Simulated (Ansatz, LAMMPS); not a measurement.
# What went wrong? Li+ triflate in propylene carbonate and dimethoxyethane at 470 K (166 atoms)

Program: Ansatz 0.2.0. The cell: 42 C, 30 O, 84 H, 2 S, 6 F and 2 Li.

Input file input.yaml:

```yaml
crystal:
  lattice:
    - [12.83239, 0.0, 0.0]
    - [0.0, 12.83239, 0.0]
    - [0.0, 0.0, 12.83239]
  atoms:
    - { symbol: C, position: [0.17322, 0.77559, 0.82976] }
    - { symbol: O, position: [0.09678, 0.85376, 0.83186] }
    - { symbol: C, position: [0.13154, 0.95393, 0.79596] }
    - { symbol: C, position: [0.04134, 0.00423, 0.75409] }
    - { symbol: O, position: [0.9413, 0.97774, 0.80208] }
    - { symbol: C, position: [0.86597, 0.05845, 0.76914] }
    - { symbol: H, position: [0.16388, 0.71191, 0.87663] }
    - { symbol: H, position: [0.24766, 0.80088, 0.85134] }
    - { symbol: H, position: [0.17245, 0.7529, 0.74917] }
    - { symbol: H, position: [0.19998, 0.94297, 0.73942] }
    - { symbol: H, position: [0.15484, 0.9923, 0.87007] }
    - { symbol: H, position: [0.02346, 0.00276, 0.66991] }
    - { symbol: H, position: [0.05685, 0.08862, 0.76032] }
    - { symbol: H, position: [0.7889, 0.03779, 0.80085] }
    - { symbol: H, position: [0.85684, 0.05737, 0.68208] }
    - { symbol: H, position: [0.90238, 0.12852, 0.78895] }
    - { symbol: C, position: [0.49695, 0.13462, 0.74191] }
    - { symbol: O, position: [0.4705, 0.1546, 0.63172] }
    [... 142 atom lines left out ...]
    - { symbol: C, position: [0.56281, 0.86019, 0.91194] }
    - { symbol: F, position: [0.45864, 0.82952, 0.89915] }
    - { symbol: F, position: [0.56624, 0.96602, 0.93459] }
    - { symbol: F, position: [0.59023, 0.81236, 0.00846] }
    - { symbol: Li, position: [0.32453, 0.26817, 0.36795] }
    - { symbol: Li, position: [0.94589, 0.84094, 0.86907] }
kpoints:
  mp_grid: { grid: [1, 1, 1] }
hamiltonian:
  xc: pbe
  dispersion: d3bj
scf:
  occupations: { method: fixed }
  max_iter: 100
output:
  forces: true
basis:
  ecutwfc: "20 eV"
```

The run is started by

```
$ ansatz run input.yaml --threads 4 --pin off --max-ram 15872MiB --backend cpu --events-out ev --progress --plain --runs-dir out
```

Numbers of over 12 decimals in the logs are rounded to 6 here.

The log of the run:

```text
Warning: basis.ecutwfc = 20 eV is below the records' recommended 420 eV, and the density's cutoff is lower with it unless basis.ecutrho_ratio is high enough to keep the records' density cutoff: compare with a run at a higher cutoff
Engine: ansatz 0.2.0, aarch64-unknown-linux-gnu
Pseudopotentials: kind: paw
Pseudopotential: C, paw, valence charge 4, recommended cutoff 420 eV (normal), C.paw.azcp
Pseudopotential: O, paw, valence charge 6, recommended cutoff 420 eV (normal), O.paw.azcp
Pseudopotential: H, paw, valence charge 1, recommended cutoff 420 eV (normal), H.paw.azcp
Pseudopotential: S, paw, valence charge 6, recommended cutoff 420 eV (normal), S.paw.azcp
Pseudopotential: F, paw, valence charge 7, recommended cutoff 420 eV (normal), F.paw.azcp
Pseudopotential: Li, paw, valence charge 3, recommended cutoff 420 eV (normal), Li.paw.azcp
[... 5 lines on functional and potentials left out ...]
Crystal: 166 atoms, lattice volume = 2113.113 Å³
Basis set: ecut = 20 eV, 437 PW (Γ), exchange–correlation on 40×40×40 points (8 copies of the dense FFT grid, shifted against one another)
Bands: 412, of which v1, the nominal top of the filled ones, is band 246 counted from 1 (245 counted from 0)
Symmetry: 1 space group operations
Space group: P1 (ITA 1), of the structure as read, at distance tolerance 1.3e-4 Å
k-points: 1
[... 13 lines on functional and potentials left out ...]
Initial density: superposition of atomic densities (neutral atoms: chi_scale 0, normalization atom), corrected by the library's trained network
Initial wavefunctions: pseudopotential atomic-orbital guess
Functional: x = pbe(κ = 0.804, μ = 0.219515), c = pbe(β = 0.066725)
SCF iter   1: F=—  HF=-29982.126530 eV  |F-HF|=—  |Δ(HF+E_count)|=         —  Δρ=5.42e-1  dr2=1.36e4  ethr=1.77e-3  ⟨swp⟩=1.0  Hψ=437  notcnv=0
preconditioner: auto → Resta (q_TF=auto, 2.140 Å⁻¹)  ε∞=3.6  [insulator: Δε(μ)=0.033 eV  Ē_g=10.545 eV  n_scr=364 (ndim 8)  ℏωp=17.0 eV  f_vac=0.389  ε∞_Penn≈3.6  vacuum switching on, ρ_ref=8.1e-3 e/Å³]
SCF iter   2: F=—  HF=-25080.363112 eV  |F-HF|=—  |Δ(HF+E_count)|=    4.90e3  Δρ=3.52e-1  dr2=5.57e3  ethr=1.77e-3  ⟨swp⟩=3.0  Hψ=793  notcnv=0  defer=159
SCF iter   3: F=—  HF=-22057.044492 eV  |F-HF|=—  |Δ(HF+E_count)|=    3.02e3  Δρ=1.22e-1  dr2=6.34e3  ethr=1.77e-3  ⟨swp⟩=5.0  Hψ=930  notcnv=0  defer=163
SCF iter   4: F=—  HF=-21107.671505 eV  |F-HF|=—  |Δ(HF+E_count)|=    9.49e2  Δρ=4.35e-2  dr2=2.35e2  ethr=1.77e-3  ⟨swp⟩=4.0  Hψ=803  notcnv=0  defer=163
SCF iter   5: F=—  HF=-21050.702584 eV  |F-HF|=—  |Δ(HF+E_count)|=    5.70e1  Δρ=2.88e-2  dr2=7.08e1  ethr=1.77e-3  ⟨swp⟩=3.0  Hψ=524  notcnv=0  defer=162
SCF iter   6: F=—  HF=-21036.246187 eV  |F-HF|=—  |Δ(HF+E_count)|=    1.45e1  Δρ=1.50e-2  dr2=5.61e1  ethr=1.77e-3  ⟨swp⟩=4.0  Hψ=882  notcnv=0  defer=163
SCF iter   7: F=—  HF=-21025.715166 eV  |F-HF|=—  |Δ(HF+E_count)|=    1.05e1  Δρ=5.45e-3  dr2=3.95e0  ethr=1.77e-3  ⟨swp⟩=4.0  Hψ=787  notcnv=0  defer=69
automatic band count: iteration 7 solves 320 bands in place of 412: the levels show a gap, and the empty bands left out lie too high to hold charge; the band table lists the bands solved (type scf.n_extra_bands for more)
SCF iter   8: F=—  HF=-21024.806683 eV  |F-HF|=—  |Δ(HF+E_count)|=   9.08e-1  Δρ=2.34e-3  dr2=1.03e0  ethr=8.02e-4  ⟨swp⟩=1.0  Hψ=437  notcnv=0
automatic band count: iteration 8 solves 412 bands in place of 320: the levels no longer show a gap clear of their residuals, so the SCF keeps every band
SCF iter   9: F=—  HF=-21024.641487 eV  |F-HF|=—  |Δ(HF+E_count)|=   1.65e-1  Δρ=1.35e-3  dr2=4.20e-1  ethr=2.09e-4  ⟨swp⟩=1.0  Hψ=420  notcnv=0  defer=2
SCF iter  10: F=—  HF=-21024.579498 eV  |F-HF|=—  |Δ(HF+E_count)|=   6.20e-2  Δρ=7.47e-4  dr2=8.17e-2  ethr=8.54e-5  ⟨swp⟩=2.0  Hψ=337  notcnv=0  defer=23
[...]
SCF iter  13: F=—  HF=-21024.564573 eV  |F-HF|=—  |Δ(HF+E_count)|=   6.38e-4  Δρ=9.07e-5  dr2=1.32e-3  ethr=1.41e-6  ⟨swp⟩=2.0  Hψ=334  notcnv=0  defer=142
SCF iter  14: F=—  HF=-21024.564312 eV  |F-HF|=—  |Δ(HF+E_count)|=   2.60e-4  Δρ=4.47e-5  dr2=1.41e-4  ethr=2.69e-7  ⟨swp⟩=2.0  Hψ=355  notcnv=0  defer=142
SCF iter  15: F=—  HF=-21023.255532 eV  |F-HF|=—  |Δ(HF+E_count)|=    1.31e0  Δρ=1.69e-4  dr2=2.54e-3  ethr=2.86e-8  ⟨swp⟩=3.0  Hψ=758  notcnv=0  defer=159
SCF iter  16: F=—  HF=-21023.255392 eV  |F-HF|=—  |Δ(HF+E_count)|=   1.40e-4  Δρ=1.48e-4  dr2=1.86e-3  ethr=2.86e-8  ⟨swp⟩=2.0  Hψ=281  notcnv=0  defer=159
SCF iter  17: F=—  HF=-21023.255149 eV  |F-HF|=—  |Δ(HF+E_count)|=   2.43e-4  Δρ=1.01e-4  dr2=1.13e-3  ethr=2.86e-8  ⟨swp⟩=2.0  Hψ=383  notcnv=0  defer=159
SCF iter  18: F=—  HF=-21023.255008 eV  |F-HF|=—  |Δ(HF+E_count)|=   1.41e-4  Δρ=5.71e-5  dr2=2.84e-4  ethr=2.86e-8  ⟨swp⟩=2.0  Hψ=348  notcnv=0  defer=159
SCF iter  19: F=—  HF=-21023.254954 eV  |F-HF|=—  |Δ(HF+E_count)|=   5.42e-5  Δρ=2.82e-5  dr2=7.63e-5  ethr=2.86e-8  ⟨swp⟩=2.0  Hψ=332  notcnv=0  defer=159
SCF iter  20: F=—  HF=-21023.254942 eV  |F-HF|=—  |Δ(HF+E_count)|=   1.25e-5  Δρ=1.36e-5  dr2=1.87e-5  ethr=1.55e-8  ⟨swp⟩=2.0  Hψ=272  notcnv=0  defer=159
SCF iter  21: F=—  HF=-21023.254939 eV  |F-HF|=—  |Δ(HF+E_count)|=   2.58e-6  Δρ=9.38e-6  dr2=8.65e-6  ethr=3.81e-9  ⟨swp⟩=2.0  Hψ=374  notcnv=0  defer=159
SCF iter  22: F=-21023.254937 eV  HF=-21023.254937 eV  |F-HF|=3.13e-7  |Δ(HF+E_count)|=   1.60e-6  Δρ=2.19e-6  dr2=4.32e-7  ethr=2.03e-10  ⟨swp⟩=3.0  Hψ=842  notcnv=0
SCF 1 converged in 22 iterations: F = -21023.254937 eV  dr2 = 4.32e-7
[...]
SCF converged after 22 iterations
Free energy (F): -21023.254937 eV
Harris-Foulkes:  -21023.254937 eV  (|F-HF|=3.13e-7)
Internal energy: -21023.254937 eV  (E = F + TS)
E sigma→0 (E₀):  -21023.254937 eV
Fermi energy:    15.045826 eV
--- Per-component energies (eV) ---
  E_band       = -5268.449763
  E_kinetic    = 5614.030167
  E_local      = -13756.302869  (includes V_loc(G=0)·N_el)
  E_nonlocal   = 503.711388
  E_hartree    = 3906.764878
  E_xc         = -4311.963119
  E_vxc        = -5400.599781  (∫ρ·V_xc dr)
  E_paw        = -9834.399020  (= ΣΔE_a)
  E_vpaw       = -70.957270  (= ΣTr[D̂ρ^β])
  E_aug_tail   = 28.138583  (compensation charges beyond the density's cutoff)
  E_ewald      = -3166.248058
  E_disp       = -6.986886  (pairwise vdW)
  E_smearing   = -0.000000  (= −TS)
  E_closure    = -0.000000  (closes the sum)
  Σ components = -21023.254937   (vs F -21023.254937, Δ=0.00e0)
--- Forces (eV/Å), atoms counted from 1 ---
  atom   1  C     80.46844416   -83.78165812     3.98400146
  atom   2  O    -65.21504088   -45.95308485    49.23811007
  atom   3  C    106.62273149    77.91815996   -23.91023178
  atom   4  C     42.99626328    60.72754889   -72.02106976
  atom   5  O    -78.63212473   -63.02244078    68.85875135
  atom   6  C    -80.64619543    62.62597869   -23.57921312
  atom   7  H     -1.32405036   -47.69185311    31.57824633
  atom   8  H     53.85773387    10.82489289    14.57241805
  atom   9  H      4.84510622   -20.13423585   -48.21084994
  atom  10  H     37.87814221     0.15949927   -30.19691409
  atom  11  H     20.43077640    28.12540855    41.73850572
  atom  12  H     -6.43369634    -1.80868825   -49.48224104
  atom  13  H     13.07019100    53.40630461    -0.29395725
  atom  14  H    -43.36310941    -5.56976301    15.00951746
[...]
atom 165  Li     0.62186593    15.72783701     5.97234691
  atom 166  Li   -33.86405966    -2.95214838     1.34017979
  max |Σ_I F_I| component: 2.54e-1 eV/Å
```

The job ended after 3.8 s (4 threads of Arm Neoverse V1, shared host; peak memory 0.33 GiB).

In the SCF lines HF is the Harris–Foulkes energy and dr2 the Hartree energy of the density residual, in eV; the loop may stop once dr2 is under the threshold and the program's other checks hold. Hψ counts applications of the Hamiltonian.

Against a sound run (Kohn-Sham DFT, PBE+D3(BJ), PAW (set soft_2), plane waves):

- r.m.s. difference of force components: 79320 meV/Å
- longest difference of force vectors: 389200 meV/Å
- force difference over r.m.s. force: 6847 %

What is at fault here, and what would mend it?

A cutoff far too low: basis.ecutwfc = "20 eV".

The fix is to take out basis.ecutwfc.

The run converged all the same, so the exit status doesn't show the fault.

[Logs are printed without paths, hosts, clocks, repeated set-up lines and the standing remarks that a program may print on its own settings, such as how far it seeks lower states.]

[Hosts, paths, dates, database ids (printed as entryN), source tags and the programs' standing remarks are cut or masked in the printed files.]
